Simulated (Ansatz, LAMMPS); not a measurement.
# Liquid N-methylformamide at 298 K (108 atoms): a short ab initio trajectory

Wanted: a short trajectory of liquid N-methylformamide at 298 K (108 atoms) with its pair distributions.

Method: Kohn-Sham DFT, PBE+D3(BJ), PAW (set soft_2), plane waves, in Ansatz 0.2.0.

## (1) Set-up

The cell holds 108 atoms: 24 C, 12 N, 12 O and 60 H. Cell: a = 10.550 Å, b = 10.550 Å, c = 10.550 Å, α = 90.0°, β = 90.0°, γ = 90.0°. 12 N-methylformamide placed at random, at 1 g/cm³; overlaps pushed apart, then 10 ps at 398 K with MMFF94 bonds, angles, torsions, charges and radii (Halgren, J. Comput. Chem. 17, 490 (1996)) in harmonic and 12-6 forms. Snapshot after 20 ps at 298 K and fixed volume.

Before any run, some limits are plain. The network of contacts between molecules at the start is that of the classical potential that made the cell. The density was typed from a rule of thumb and may lie off the real one at this temperature. Only the Γ point is sampled, in a cell whose shortest periodic width is 11 Å.

## (2) Single point at the start

The forces at the start show how far the geometry lies from a minimum of this functional.

input.yaml reads:

```yaml
crystal:
  lattice:
    - [10.55022, 0.0, 0.0]
    - [0.0, 10.55022, 0.0]
    - [0.0, 0.0, 10.55022]
  atoms:
    - { symbol: C, position: [0.97984, 0.11935, 0.25888] }
    - { symbol: "N", position: [0.91349, 0.23658, 0.27601] }
    - { symbol: C, position: [0.96788, 0.35332, 0.26552] }
    - { symbol: O, position: [0.08425, 0.36731, 0.24578] }
    [... 98 atom lines left out ...]
    - { symbol: O, position: [0.66918, 0.19457, 0.81946] }
    - { symbol: H, position: [0.42372, 0.05745, 0.76129] }
    - { symbol: H, position: [0.53826, 0.09506, 0.64367] }
    - { symbol: H, position: [0.38267, 0.15708, 0.623] }
    - { symbol: H, position: [0.39702, 0.31626, 0.7644] }
    - { symbol: H, position: [0.59131, 0.37009, 0.86526] }
kpoints:
  mp_grid: { grid: [1, 1, 1] }
hamiltonian:
  xc: pbe
  dispersion: d3bj
scf:
  occupations: { method: gaussian, width: 0.025 }
output:
  forces: true
```

Launch:

```
ansatz run input.yaml --threads 4 --pin off --max-ram 8192MiB --backend cpu --events-out ev --progress --plain --runs-dir out
```

Elapsed: 5.5 s, on 4 threads of Arm Neoverse V2, shared host; peak memory 1.2 GiB; 21 s of CPU time.

The run gave:

* free energy: -18402.0499 eV
* free energy per atom: -170.3894 eV/atom
* SCF cycles: 10
* r.m.s. force component: 1.083 eV/Å
* longest force: 6.017 eV/Å
* Fermi energy: 1.129 eV

The r.m.s. force component of 1.1 eV/Å sets the starting point.

Neighbours are counted within 1.34 Å (H-C), 1.27 Å (H-N), 1.79 Å (C-N), 1.68 Å (C-O).

Length of the force by element and coordination:

```csv
element,coordination,atoms,mean length of the force (eV/Å),spread,least,most
C,all,24,2.23,1.30,0.557,6.02
C,3,12,2.81,1.61,0.557,6.02
C,4,12,1.66,0.386,1.23,2.55
H,all,60,0.981,0.641,0.125,3.76
N,all,12,2.14,1.10,0.798,4.40
O,all,12,1.98,1.32,0.539,5.04
```

## (3) Dynamics at 298 K

Without a thermostat the total energy must stay constant, which tests forces and time step. The time step is 0.5 fs, short enough for the stretching of bonds to hydrogen.

input.yaml, as its differences from that of step 2:

```diff
@@ -16 +16,8 @@
   forces: true
+md:
+  timestep: 0.5
+  n_steps: 658
+  ensemble: nve
+  temperature: 298
+  initial_velocities: maxwell_boltzmann
+  seed: 3844
```

The job ended after 34 min (4 threads; peak memory 1.2 GiB).

The program notes that it switched symmetry off.

Rows from the run:

```
time (fs)  T (K)  potential (meV/atom)  conserved (meV/atom)
      0.0    298                   0.0                  0.00
     22.0    328                  -3.9                 -0.03
     44.0    329                  -3.9                 -0.02
     66.0    341                  -5.6                 -0.06
     87.5    363                  -8.4                 -0.07
    109.5    352                  -7.0                 -0.06
    131.5    324                  -3.3                 -0.02
    153.5    304                  -0.8                 -0.04
    175.5    323                  -3.2                 -0.04
    197.5    325                  -3.5                  0.00
    219.5    353                  -7.1                 -0.03
    241.5    345                  -6.1                 -0.03
    263.0    362                  -8.2                 -0.07
    285.0    334                  -4.7                 -0.03
    307.0    330                  -4.1                 -0.04
    329.0    331                  -4.3                 -0.01
```

Mean square displacement from the first frame to the last: C 0.74 Å², N 0.64 Å², O 0.49 Å², H 1.7 Å².

Mean square displacement against time lag:

```
time lag (fs)   C (Å²)  H (Å²)   N (Å²)   O (Å²)
          0.5   2.0e-5  2.0e-4   1.5e-5   1.3e-5
          7.0  0.00325  0.0256  0.00263  0.00237
         14.0  0.00905  0.0597  0.00830  0.00794
         21.0   0.0154  0.0781   0.0151   0.0159
         27.5   0.0238   0.108   0.0233   0.0261
         34.5   0.0348   0.151   0.0340   0.0393
         41.5   0.0481   0.193   0.0458   0.0543
         48.0   0.0628   0.236   0.0580   0.0706
         55.0   0.0788   0.294   0.0720   0.0896
         62.0   0.0952   0.351   0.0864    0.110
         68.5    0.112   0.399    0.100    0.130
         75.5    0.131   0.461    0.116    0.151
         82.5    0.151   0.520    0.131    0.174
         89.0    0.170   0.566    0.146    0.195
         96.0    0.191   0.622    0.164    0.219
        103.0    0.212   0.690    0.182    0.244
        109.5    0.234   0.752    0.198    0.267
        116.5    0.258   0.812    0.216    0.291
        123.5    0.282   0.874    0.232    0.315
        130.0    0.304   0.932    0.246    0.337
        137.0    0.328   0.983    0.259    0.360
        144.0    0.352    1.03    0.272    0.382
        150.5    0.376    1.08    0.284    0.402
        157.5    0.399    1.13    0.295    0.422
        164.5    0.421    1.17    0.306    0.439
```

The drift taken off is the plain mean over atoms, not the centre of mass, so with hydrogen in the cell the heavy atoms' values at short lags are too large.

Over the second half of 329 fs the temperature averages 338 K with swings of 20 K r.m.s. The conserved energy stays within 0.09 meV/atom. From first frame to last H has the largest mean square displacement, 1.7 Å² at the end; the farthest move is 2.75 Å. The run spans 0.33 ps, too short for its means to be equilibrium values.

## (4) Distances and neighbours late in the run

The g(r) is a mean over the second half; what follows it is taken at the last frame.

Bonds before and after, by the cutoffs listed below:

| pair | bonds before | bonds after | mean before (Å) | mean after (Å) | spread before (Å) | spread after (Å) |
| --- | --- | --- | --- | --- | --- | --- |
| H-C | 48 | 48 | 1.104 | 1.106 | 0.027 | 0.029 |
| H-N | 12 | 12 | 1.008 | 1.028 | 0.032 | 0.029 |
| C-N | 24 | 24 | 1.400 | 1.411 | 0.043 | 0.057 |
| C-O | 12 | 12 | 1.216 | 1.215 | 0.021 | 0.024 |

Density 1.00 g/cm³, 10.87 Å³ an atom.

Mean of 14 frames. Pair distribution functions g(r), in bins of 0.2 Å:

```
r (Å)  total   H-H    H-C   H-N   H-O   C-C    C-N
 0.90   0.17  0.00   0.00  1.42  0.00  0.00   0.00
 1.10   4.02  0.00  12.85  5.96  0.00  0.00   0.00
 1.30   1.04  0.00   0.00  0.00  0.00  0.00  10.65
 1.50   0.46  0.01   0.00  0.00  0.02  0.00   9.20
 1.70   0.63  1.92   0.00  0.00  0.30  0.00   0.00
 1.90   0.61  1.17   0.29  0.59  0.87  0.00   0.00
 2.10   1.55  0.50   1.35  6.27  2.36  0.00   0.00
 2.30   0.69  1.08   0.19  0.31  0.62  0.41   0.00
 2.50   0.64  0.78   0.39  0.12  1.18  2.78   0.00
 2.70   0.68  0.82   0.73  0.35  1.12  0.03   0.00
 2.90   0.90  1.06   0.92  0.49  1.09  0.00   0.00
 3.10   0.92  0.84   1.20  0.63  1.61  0.21   0.23
 3.30   0.97  0.92   1.41  0.62  1.30  0.43   0.34
 3.50   0.97  0.99   1.10  0.75  1.04  0.83   0.68
 3.70   1.11  1.12   0.97  0.92  1.20  1.37   1.43
 3.90   1.15  1.17   0.99  1.21  1.22  1.38   1.39
 4.10   1.09  1.07   1.10  1.31  0.95  1.23   1.11
 4.30   1.03  1.02   1.03  1.10  0.93  1.41   1.14
 4.50   1.02  0.94   0.99  1.17  0.85  1.25   1.11
 4.70   1.07  1.04   1.03  1.06  1.00  1.29   1.28
 4.90   1.07  1.10   1.02  1.05  0.88  1.17   1.06
 5.10   0.99  1.02   0.97  1.02  0.79  1.06   1.36
```

Bonds by pair of elements; cutoffs follow the first minimum of g(r), held within bounds set by covalent radii, and pairs that aren't listed don't count as bonded:

```csv
pair A-B,cutoff (Å),bonds,mean length (Å),spread (Å),shortest (Å),B about A,A about B
H-C,1.34,48,1.11,0.029,1.04,0.8,2
H-N,1.27,12,1.03,0.029,0.963,0.2,1
C-N,1.79,24,1.41,0.057,1.31,1,2
C-O,1.68,12,1.22,0.024,1.18,0.5,1
```

How many atoms have how many bonded neighbours:

| element | mean | 1 | 3 | 4 |
| --- | --- | --- | --- | --- |
| C | 3.5 | 0 | 12 | 12 |
| H | 1 | 60 | 0 | 0 |
| N | 3 | 0 | 12 | 0 |
| O | 1 | 12 | 0 | 0 |

Bond angles (no mean is given where the spread exceeds 20°):

```csv
angle,count,mean (°),spread (°)
H-C-N,48,111,4
H-C-H,36,108,5.1
C-N-H,24,118,4.7
N-C-O,12,125,2.9
H-C-O,12,124,2.5
```

Bond length by coordination (bonds to H left out):

| element | coordination | atoms | mean bond length (Å) |
| --- | --- | --- | --- |
| C | 3 | 12 | 1.29 |
| C | 4 | 12 | 1.46 |

First main peaks of g(r), for some of the pairs, lie near 1.8 Å (H-H), 1.1 Å (H-C), 1.0 Å (H-N), 2.0 Å (H-O), 2.5 Å (C-C) and 1.4 Å (C-N). By these cutoffs 50 % of C atoms have 3 and as many 4, all H atoms have 1, all N atoms have 3 and all O atoms have 1 bonded neighbour. The H-C-N angle averages 111° with a spread of 4°.

## (5) Single point at the last frame

The last frame is solved again with fuller output, to read the electronic structure of a thermally displaced geometry.

input.yaml reads:

```yaml
crystal:
  lattice:
    - [10.55022, 0.0, 0.0]
    - [0.0, 10.55022, 0.0]
    - [0.0, 0.0, 10.55022]
  atoms:
    - { symbol: C, position: [0.96408, 0.15791, 0.20204] }
    - { symbol: "N", position: [0.9225, 0.27646, 0.26039] }
    - { symbol: C, position: [0.98989, 0.3834, 0.25804] }
    - { symbol: O, position: [0.0922, 0.39607, 0.21388] }
    [... 98 atom lines left out ...]
    - { symbol: O, position: [0.62546, 0.23604, 0.8655] }
    - { symbol: H, position: [0.3261, 0.02902, 0.90471] }
    - { symbol: H, position: [0.48381, 0.03181, 0.88876] }
    - { symbol: H, position: [0.40592, 0.05832, 0.75284] }
    - { symbol: H, position: [0.3205, 0.26659, 0.8558] }
    - { symbol: H, position: [0.50124, 0.38876, 0.85584] }
kpoints:
  mp_grid: { grid: [1, 1, 1] }
hamiltonian:
  xc: pbe
  dispersion: d3bj
scf:
  occupations: { method: gaussian, width: 0.025 }
output:
  forces: true
  stress: true
  populations: true
  dos:
    method: { smearing: { sigma: 0.1 } }
    de: 0.1
    projected: { site_lists: { C: [C], H: [H], "N": ["N"], O: [O] } }
  eigenvalues: true
  write_density: true
  write_potential: true
  volumetric_format: npy
  elf: true
```

Wall time 9.9 s (4 threads); peak memory 1.2 GiB; 38 s of CPU time.

The program notes that the exchange-correlation potential is rough where the density is thin.

The run gave:

```
free energy                                      : -18402.5096 eV
free energy per atom                             : -170.3936 eV/atom
SCF cycles                                       : 11
pressure                                         : 0.4066 GPa
r.m.s. force component                           : 1.078 eV/Å
longest force                                    : 5.916 eV/Å
Fermi energy                                     : 1.135 eV
gap (highest filled to lowest empty level) : 4.272 eV
spilling of the projection                       : 0.01375
```

Neighbours are counted within 1.34 Å (H-C), 1.27 Å (H-N), 1.79 Å (C-N), 1.68 Å (C-O), the cutoffs taken from the dynamics.

Length of the force by element and coordination:

| element | coordination | atoms | mean length of the force (eV/Å) | spread | least | most |
| --- | --- | --- | --- | --- | --- | --- |
| C | all | 24 | 2.25 | 1.57 | 0.360 | 5.92 |
| C | 3 | 12 | 3.21 | 1.64 | 0.399 | 5.92 |
| C | 4 | 12 | 1.30 | 0.663 | 0.360 | 2.69 |
| H | all | 60 | 0.917 | 0.504 | 0.145 | 2.77 |
| N | all | 12 | 1.89 | 0.813 | 0.463 | 3.02 |
| O | all | 12 | 2.04 | 1.55 | 0.511 | 4.33 |

Löwdin charges by element and coordination (they lack the spilled electrons, 0.037 e an atom on average):

```csv
element,coordination,atoms,mean charge (e),spread,least,most
C,all,24,-0.0116,0.333,-0.368,0.336
C,3,12,0.321,0.0114,0.295,0.336
C,4,12,-0.344,0.015,-0.368,-0.319
H,all,60,0.212,0.0598,0.118,0.347
N,all,12,-0.265,0.0192,-0.297,-0.240
O,all,12,-0.444,0.0142,-0.461,-0.416
```

Density of states as counts of states in windows of 1 eV (from the Fermi level), total and the larger projections:

```
from (eV)  to (eV)  total   C p  H s   O p   N p  C s
      -18      -15    0.0   0.0  0.0   0.0   0.0  0.0
      -15      -14   13.8   1.0  3.3   0.1   3.4  5.6
      -14      -13   10.2   0.7  2.5   0.0   2.3  4.2
      -13      -12    0.0   0.0  0.0   0.0   0.0  0.0
      -12      -11   15.0   1.7  3.5   0.7   5.4  1.9
      -11      -10   12.7   2.8  3.0   0.7   3.3  1.6
      -10       -9   20.3   8.0  4.8   1.5   4.0  1.3
       -9       -8    7.9   2.5  1.0   2.1   1.6  0.1
       -8       -7   41.7  15.8  5.7   8.6   8.5  0.3
       -7       -6   35.0  13.7  7.0   9.0   3.4  0.1
       -6       -5   35.3  16.4  8.1   7.9   1.9  0.1
       -5       -4    0.1   0.1  0.0   0.0   0.0  0.0
       -4       -3    8.1   0.4  0.9   4.0   2.5  0.0
       -3       -2   39.8   1.7  4.1  21.0  12.0  0.1
       -2       -1    0.1   0.0  0.0   0.0   0.1  0.0
       -1        2    0.0   0.0  0.0   0.0   0.0  0.0
        2        3   21.3  10.0  1.8   4.2   2.8  0.5
        3        4   16.0   3.6  4.3   1.2   1.0  1.3
        4        5   20.6   2.7  6.6   0.3   0.5  1.6
```

Between -24 and -18 eV lie 48 more states.

The levels nearest the highest filled one (over half full), pooled over k-points and spins:

| level less the highest filled one (eV) | occupation |
| --- | --- |
| -0.296 | 2 |
| -0.266 | 2 |
| -0.199 | 2 |
| -0.104 | 2 |
| -0.0634 | 2 |
| 0 | 2 |
| 4.27 | 0 |
| 4.46 | 0 |
| 4.59 | 0 |
| 4.60 | 0 |
| 4.67 | 0 |
| 4.73 | 0 |

Mean Löwdin charges: C -0.01, H +0.21, N -0.27, O -0.44 e (they miss 1.4 % of the electrons, so they add up to more than the cell's charge). The largest share in the top eV of filled states is O p (53 % of the projected weight), and in the lowest eV of empty states C p (52 % of the projected weight).

## (6) What came out

```
mean temperature, second half                                : 338.1 K
temperature swing, second half                               : 20.37 K
slope of the conserved energy against time, by least squares : 0.0201 meV/atom/ps
free energy per atom                                         : -170.3936 eV/atom
pressure                                                     : 0.4066 GPa
r.m.s. force component                                       : 1.078 eV/Å
gap (highest filled to lowest empty level)             : 4.272 eV
wall time of the 3 DFT runs                                  : 34 min
```

Over the second half of 329 fs the temperature averages 338 K with swings of 20 K r.m.s. The conserved energy stays within 0.09 meV/atom. The run spans 0.33 ps, too short for its means to be equilibrium values. With the cutoffs above, 50 % of C atoms have 3 and as many 4, all H atoms have 1, all N atoms have 3 and all O atoms have 1 bonded neighbour. The highest filled and lowest empty levels differ by 4.27 eV (at Γ alone); a semilocal functional tends to put such gaps too low. In a disordered cell it changes from sample to sample and from frame to frame.

**Limits.** The network of contacts between molecules at the start is that of the classical potential that made the cell; DFT moved the atoms only locally, and no bond changed. The pressure of a single frame lacks the kinetic term, about 0.43 GPa here.

[Logs are printed without paths, hosts, clocks, repeated set-up lines and the standing remarks that a program may print on its own settings, such as how far it seeks lower states.]

[Hosts, paths, dates, database ids (printed as entryN), source tags and the programs' standing remarks are cut or masked in the printed files.]

[The MMFF94 radii named for the starting cell were scaled by 0.96; in molecules described by MMFF94, hydrogen bound to N, O or S took a small fixed 12-6 site in their place.]
